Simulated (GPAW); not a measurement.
# Calculated records

### CO2 (P4_2/mnm): one start, several treatments of the self-energy

It takes space group P4_2/mnm (No. 136, tetragonal). Conventional cell: a = 4.227 Å, b = 4.227 Å, c = 4.688 Å, α = 90.00°, β = 90.00°, γ = 90.00°. Nearest to C lie 2 O at 1.17 Å. Nearest to O lie 1 C at 1.17 Å. Farther neighbours and most contacts between anions are not listed.

```xyz
6
Lattice="4.2272 0.0000 0.0000 0.0000 4.2272 0.0000 0.0000 0.0000 4.6878" Properties=species:S:1:pos:R:3 pbc="T T T"
C     2.1136    2.1136    2.3439
C     0.0000    0.0000    0.0000
O     1.2886    2.9386    2.3439
O     2.9386    1.2886    2.3439
O     0.8250    0.8250    0.0000
O     3.4022    3.4022    0.0000
```

```yaml
method: DFT, LDA, plane waves, PAW (and 3 further levels or steps)
program: GPAW 26.7.0
settings_of_one_run: cutoff 600 eV, GPAW PAW setups 1.2.1 data release, 2×2×2 k-mesh, nbands 291
cost: 6 runs, 2.3 min in all on 4 MPI ranks of Arm Neoverse V2, shared host (the runs of this entry)
notes: The cell and positions are those that the Materials Project relaxed with its own functionals (PBE, PBE+U or r2SCAN), kept fixed. Bands and cutoff are finite, so the gap is not at the basis limit. The miss can reach some tenths of an eV and take either sign; the mesh is an error of its own. The 2×2×2 mesh is coarse for this cell, which bears on the long-range parts of exchange and screening. Mesh or cutoff lie under what a gap needs, so these runs test behaviour and cost; their gaps are not to be quoted.
g0w0_godby_needs_plasmon_pole: 9.942 eV
one_shot_hse06: 8.488 eV
g0w0_extrapolated_in_the_cutoff: 10.288 eV
one_shot_pbe0: 9.215 eV
g0w0_full_frequency_hilbert_transform: 9.945 eV
known_limits: not at the basis limit; coarse k mesh
```

One-shot HSE06: −1.454 eV against G0W0, Godby-Needs plasmon pole. G0W0, extrapolated in the cutoff: +0.346 eV against G0W0, Godby-Needs plasmon pole, at other bands or cutoff, so not like for like.

[Paths, hosts, dates, memory and timing lines, banners, echoed tables and standing remarks are left out of the program output.]

[Logs are printed without paths, hosts, clocks, repeated set-up lines and the standing remarks that a program may print on its own settings, such as how far it seeks lower states.]

[Runs of the session that timed out or met a known fault of the program may be left out.]

[Hosts, paths, dates, database ids (printed as entryN), source tags and the programs' standing remarks are cut or masked in the printed files.]
